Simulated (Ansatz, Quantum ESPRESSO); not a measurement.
# Mg chain with one bond drawn out by 1.5 Å: ballistic transmission, part 3 of 4

Aim: the zero-bias transmission with pwcond for this junction: Mg chain with one bond drawn out by 1.5 Å.

Quantum ESPRESSO 7.5; plane-wave DFT, PBE, GBRV ultrasoft pseudopotentials; cross-check by Ansatz 0.2.0 with PAW datasets.

So far. Step 2 (Ground state): The run needed 18 iterations to bring the estimated error under 1e-07 Ry; the largest force on any atom, held or free, is 0.70 eV/Å. Step 3 (Transmission with pwcond.x): At no point does T exceed the number of channels.

**4. Transmission with pwcond.x, with ewind = 2.0 and epsproj = 0.001**

Level of this step: transmission by pwcond, lead and junction from one cell; plane-wave DFT, PBE, GBRV ultrasoft pseudopotentials (Quantum ESPRESSO).

How much does a setting matter? One run is repeated with a change.

File cond.w.in:

```
&inputcond
  outdir = './out'
  prefixt = 'scf'
  tran_file = 'cond.w.dat'
  bdl = 0.8000000000
  bds = 4.2000000000
  ikind = 1
  ewind = 2.0
  epsproj = 0.001
  nz1 = 7
  energy0 = 2.0
  denergy = -0.1
/
1
  0.00000000 0.00000000 1.00000000
41
```

Run with:

```sh
$ OMP_NUM_THREADS=1 mpirun -n 4 pwcond.x -in cond.w.in > cond.w.out
```

What it wrote:

```text
[banner, memory and clock lines left out]
Program PWCOND v.7.5 starts
[citation notice left out]

[...]
./out/scf.save/

     IMPORTANT: XC functional enforced from input :
     Exchange-correlation= PBE
                           (   1   4   3   4   0   0   0)
     Any further DFT definition will be discarded
     Please, verify this is what you really want

     Reading collected, re-writing distributed wavefunctions

===== INPUT FILE containing all the regions =====

     GEOMETRY:

     lattice parameter (alat)  =      14.1729  a.u.
     the volume                =   11957.2052 (a.u.)^3
     the cross section         =     200.8724 (a.u.)^2
     l of the unit cell        =       4.2000 (alat)
     number of atoms/cell      =           10
     number of atomic types    =            1

     crystal axes: (cart. coord. in units of alat)
               a(1) = (  1.0000  0.0000  0.0000 )
               a(2) = (  0.0000  1.0000  0.0000 )
               a(3) = (  0.0000  0.0000  4.2000 )

   Cartesian axes

     site n.     atom                  positions (alat units)
          1        Mg     tau(  1)=(  0.5000  0.5000  4.2000  )
          2        Mg     tau(  2)=(  0.5000  0.5000  0.4000  )
          3        Mg     tau(  3)=(  0.5000  0.5000  0.8000  )
          4        Mg     tau(  4)=(  0.5000  0.5000  1.2000  )
          5        Mg     tau(  5)=(  0.5000  0.5000  1.6000  )
          6        Mg     tau(  6)=(  0.5000  0.5000  2.2000  )
          7        Mg     tau(  7)=(  0.5000  0.5000  2.6000  )
          8        Mg     tau(  8)=(  0.5000  0.5000  3.0000  )
          9        Mg     tau(  9)=(  0.5000  0.5000  3.4000  )
         10        Mg     tau( 10)=(  0.5000  0.5000  3.8000  )

     nr1s                      =           54
     nr2s                      =           54
     nr3s                      =          225
     nr1sx                     =           54
     nr2sx                     =           54
     nr3sx                     =          225
     nr1                       =           60
     nr2                       =           60
     nr3                       =          250
     nr1x                      =           60
     nr2x                      =           60
     nr3x                      =          250

 _______________________________
  Radii of nonlocal spheres:

     type       ibeta     ang. mom.          radius (alat units)
       Mg         1         0                    0.1069
       Mg         2         0                    0.1069
       Mg         3         0                    0.1069
       Mg         4         1                    0.1069
       Mg         5         1                    0.1069
       Mg         6         2                    0.1069
       Mg         7         2                    0.1069
----- General information -----

--- T calc. with identical leads (ikind=1) ---

     nrx                       =           54
     nry                       =           54
     nz1                       =            7

     energy0               =         2.0E+00
     denergy               =        -1.0E-01
     nenergy               =         41
     ecut2d                =         3.4E+01
     ewind                 =         2.0E+00
     epsproj               =         1.0E-03

     number of k_|| points=    1
                       cryst. coord.
        k(    1) = (   0.0000000   0.0000000), wk =   1.0000000
----- Information about left/right lead -----

     nocros                   =           19
     noins                    =           19
     norb                     =           57
     norbf                    =          171
     nrz                      =           43

      iorb      type   ibeta   ang. mom.   m       position (alat)
        1        1       1        0        1   taunew(   1)=(  0.5000  0.5000  0.0000)
        2        1       2        0        1   taunew(   2)=(  0.5000  0.5000  0.0000)
[...]
57        1       7        2        5   taunew(  57)=(  0.5000  0.5000  0.8000)
    k slab    z(k)  z(k+1)     crossing(iorb=1,norb)
    1   0.0000 0.0186 0.0186   111111111111111111100000000000000000000000000000000000000
    2   0.0186 0.0372 0.0186   111111111111111111100000000000000000000000000000000000000
[...]
43   0.7814 0.8000 0.0186   000000000000000000000000000000000000001111111111111111111
----- Information about scattering region -----

     noins                    =          133
     norb                     =          171
     norbf                    =          171
     nrz                      =          182

      iorb      type   ibeta   ang. mom.   m       position (alat)
        1        1       1        0        1   taunew(   1)=(  0.5000  0.5000 -0.0000)
        2        1       2        0        1   taunew(   2)=(  0.5000  0.5000 -0.0000)
[...]
171        1       7        2        5   taunew( 171)=(  0.5000  0.5000  3.4000)
 ngper, shell number =          545          70
 ngper, n2d =          545          56
---  E-Ef =    2.0000000  k =    0.0000000   0.0000000
---  ie =          1  ik =          1
 Nchannels of the left tip =            4
 Right moving states:
   k1(2pi/a)   k2(2pi/a)   E-Ef (eV)
   0.2184560   0.0000140   2.0000000
  -0.3090930  -0.0000000   2.0000000
  -0.3090930  -0.0000000   2.0000000
   0.3555315   0.0000058   2.0000000
 Left moving states:
   k1(2pi/a)   k2(2pi/a)   E-Ef (eV)
  -0.2184560   0.0000140   2.0000000
   0.3090930  -0.0000000   2.0000000
   0.3090930  -0.0000000   2.0000000
  -0.3555315   0.0000058   2.0000000

 to transmit
 Band j to band i transmissions and reflections:
    j         i     |T_ij|^2    |R_ij|^2

    1 -->     1     0.58755     0.29308
    1 -->     2     0.00000     0.00000
    1 -->     3     0.00000     0.00000
    1 -->     4     0.05052     0.06885
   Total T_j, R_j =    0.63807  0.36193

    2 -->     1     0.00000     0.00000
    2 -->     2     0.37049     0.19192
    2 -->     3     0.00000     0.43759
    2 -->     4     0.00000     0.00000
   Total T_j, R_j =    0.37049  0.62951

    3 -->     1     0.00000     0.00000
    3 -->     2     0.00000     0.43759
    3 -->     3     0.37049     0.19192
    3 -->     4     0.00000     0.00000
   Total T_j, R_j =    0.37049  0.62951

    4 -->     1     0.05101     0.06885
    4 -->     2     0.00000     0.00000
    4 -->     3     0.00000     0.00000
    4 -->     4     0.08711     0.79303
   Total T_j, R_j =    0.13812  0.86188

E-Ef(ev), T(x2 spins) =    2.0000000   3.0343321
---  E-Ef =    1.9000000  k =    0.0000000   0.0000000
---  ie =          2  ik =          1
 Nchannels of the left tip =            4
 Right moving states:
   k1(2pi/a)   k2(2pi/a)   E-Ef (eV)
   0.2068958   0.0000141   1.9000000
   0.3188130   0.0000058   1.9000000
  -0.3275940  -0.0000000   1.9000000
  -0.3275940  -0.0000000   1.9000000
 Left moving states:
   k1(2pi/a)   k2(2pi/a)   E-Ef (eV)
  -0.2068958   0.0000141   1.9000000
  -0.3188130   0.0000058   1.9000000
   0.3275940  -0.0000000   1.9000000
   0.3275940  -0.0000000   1.9000000

 to transmit
 Band j to band i transmissions and reflections:
    j         i     |T_ij|^2    |R_ij|^2

    1 -->     1     0.60280     0.31372
    1 -->     2     0.03280     0.05068
    1 -->     3     0.00000     0.00000
    1 -->     4     0.00000     0.00000
   Total T_j, R_j =    0.63560  0.36440

    2 -->     1     0.03402     0.05068
    2 -->     2     0.04748     0.86783
    2 -->     3     0.00000     0.00000
    2 -->     4     0.00000     0.00000
   Total T_j, R_j =    0.08150  0.91850

    3 -->     1     0.00000     0.00000
    3 -->     2     0.00000     0.00000
    3 -->     3     0.34462     0.09416
    3 -->     4     0.00000     0.56122
   Total T_j, R_j =    0.34462  0.65538

    4 -->     1     0.00000     0.00000
    4 -->     2     0.00000     0.00000
    4 -->     3     0.00000     0.56122
    4 -->     4     0.34462     0.09416
   Total T_j, R_j =    0.34462  0.65538

E-Ef(ev), T(x2 spins) =    1.9000000   2.8126741
---  E-Ef =    1.8000000  k =    0.0000000   0.0000000
---  ie =          3  ik =          1
 Nchannels of the left tip =            4
 Right moving states:
   k1(2pi/a)   k2(2pi/a)   E-Ef (eV)
   0.1953168   0.0000143   1.8000000
   0.2775019   0.0000058   1.8000000
  -0.3466061  -0.0000000   1.8000000
  -0.3466061  -0.0000000   1.8000000
 Left moving states:
   k1(2pi/a)   k2(2pi/a)   E-Ef (eV)
  -0.1953168   0.0000143   1.8000000
  -0.2775019   0.0000058   1.8000000
   0.3466061  -0.0000000   1.8000000
   0.3466061  -0.0000000   1.8000000

 to transmit
 Band j to band i transmissions and reflections:
    j         i     |T_ij|^2    |R_ij|^2

    1 -->     1     0.60689     0.33817
    1 -->     2     0.02015     0.03479
    1 -->     3     0.00000     0.00000
    1 -->     4     0.00000     0.00000
   Total T_j, R_j =    0.62704  0.37296

    2 -->     1     0.02124     0.03479
    2 -->     2     0.02261     0.92136
    2 -->     3     0.00000     0.00000
    2 -->     4     0.00000     0.00000
   Total T_j, R_j =    0.04385  0.95615

    3 -->     1     0.00000     0.00000
    3 -->     2     0.00000     0.00000
    3 -->     3     0.31785     0.01423
    3 -->     4     0.00000     0.66792
   Total T_j, R_j =    0.31785  0.68215

    4 -->     1     0.00000     0.00000
    4 -->     2     0.00000     0.00000
    4 -->     3     0.00000     0.66792
    4 -->     4     0.31785     0.01423
   Total T_j, R_j =    0.31785  0.68215

E-Ef(ev), T(x2 spins) =    1.8000000   2.6131851
[... further energies and points left out ...]
---  E-Ef =   -1.8000000  k =    0.0000000   0.0000000
---  ie =         39  ik =          1
 Nchannels of the left tip =            1
 Right moving states:
   k1(2pi/a)   k2(2pi/a)   E-Ef (eV)
  -0.2687386   0.0000192  -1.8000000
 Left moving states:
   k1(2pi/a)   k2(2pi/a)   E-Ef (eV)
   0.2687386   0.0000192  -1.8000000

 to transmit
 Band j to band i transmissions and reflections:
    j         i     |T_ij|^2    |R_ij|^2

    1 -->     1     0.19559     0.80441
   Total T_j, R_j =    0.19559  0.80441

E-Ef(ev), T(x2 spins) =   -1.8000000   0.3911774
---  E-Ef =   -1.9000000  k =    0.0000000   0.0000000
---  ie =         40  ik =          1
 Nchannels of the left tip =            1
 Right moving states:
   k1(2pi/a)   k2(2pi/a)   E-Ef (eV)
  -0.2860282   0.0000194  -1.9000000
 Left moving states:
   k1(2pi/a)   k2(2pi/a)   E-Ef (eV)
   0.2860282   0.0000194  -1.9000000

 to transmit
 Band j to band i transmissions and reflections:
    j         i     |T_ij|^2    |R_ij|^2

    1 -->     1     0.18180     0.81820
   Total T_j, R_j =    0.18180  0.81820

E-Ef(ev), T(x2 spins) =   -1.9000000   0.3636022
---  E-Ef =   -2.0000000  k =    0.0000000   0.0000000
---  ie =         41  ik =          1
 Nchannels of the left tip =            1
 Right moving states:
   k1(2pi/a)   k2(2pi/a)   E-Ef (eV)
  -0.3036876   0.0000195  -2.0000000
 Left moving states:
   k1(2pi/a)   k2(2pi/a)   E-Ef (eV)
   0.3036876   0.0000195  -2.0000000

 to transmit
 Band j to band i transmissions and reflections:
    j         i     |T_ij|^2    |R_ij|^2

    1 -->     1     0.16783     0.83217
   Total T_j, R_j =    0.16783  0.83217

E-Ef(ev), T(x2 spins) =   -2.0000000   0.3356578
   T_tot     2.00000      0.30343E+01
   T_tot     1.90000      0.28127E+01
   T_tot     1.80000      0.26132E+01
   T_tot     1.70000      0.24345E+01
   T_tot     1.60000      0.22702E+01
   T_tot     1.50000      0.21130E+01
   T_tot     1.40000      0.19535E+01
   T_tot     1.30000      0.17965E+01
   T_tot     1.20000      0.16310E+01
   T_tot     1.10000      0.11135E+01
   T_tot     1.00000      0.13464E+01
   T_tot     0.90000      0.11793E+01
   T_tot     0.80000      0.10171E+01
   T_tot     0.70000      0.83921E+00
   T_tot     0.60000      0.60495E+00
   T_tot     0.50000      0.18996E+00
   T_tot     0.40000      0.33150E-01
   T_tot     0.30000      0.16344E-01
   T_tot     0.20000      0.64283E-02
   T_tot     0.10000      0.00000E+00
   T_tot    -0.00000      0.00000E+00
   T_tot    -0.10000      0.00000E+00
   T_tot    -0.20000      0.00000E+00
   T_tot    -0.30000      0.20642E+00
   T_tot    -0.40000      0.53735E+00
   T_tot    -0.50000      0.63159E+00
   T_tot    -0.60000      0.65995E+00
   T_tot    -0.70000      0.66139E+00
   T_tot    -0.80000      0.64946E+00
   T_tot    -0.90000      0.63014E+00
   T_tot    -1.00000      0.60656E+00
   T_tot    -1.10000      0.58060E+00
   T_tot    -1.20000      0.55352E+00
   T_tot    -1.30000      0.52610E+00
   T_tot    -1.40000      0.49882E+00
   T_tot    -1.50000      0.47184E+00
   T_tot    -1.60000      0.44508E+00
   T_tot    -1.70000      0.41828E+00
   T_tot    -1.80000      0.39118E+00
   T_tot    -1.90000      0.36360E+00
   T_tot    -2.00000      0.33566E+00

[...]
```

Elapsed: 32 s, on 4 MPI ranks of Arm Neoverse V2, shared host; peak memory 0.42 GiB; 2.1 min of CPU time.

The changed values were drawn from a wide range, not chosen for quality; the comparison shows what they did here together.

Beside the run it was changed from:

| quantity | this run | unchanged run | difference |
| --- | --- | --- | --- |
| transmission at the Fermi level, one spin | 0 | 0 | 0 |
| lead channels at the Fermi level, one spin | 0 | 0 | 0 |
| wall time (s) | 32 | 154 |  |

Over all energies T moves by up to 0.092, at 1.1 eV.

(Continued in part 4 of 4.)

[Logs are printed without paths, hosts, clocks, repeated set-up lines and the standing remarks that a program may print on its own settings, such as how far it seeks lower states.]

[Hosts, paths, dates, database ids (printed as entryN), source tags and the programs' standing remarks are cut or masked in the printed files.]

[Maps of the electrostatic potential energy from Ansatz leave out the sawtooth potential of an applied field or a dipole correction, so their vacuum need not be flat; planar profiles and work functions include it.]
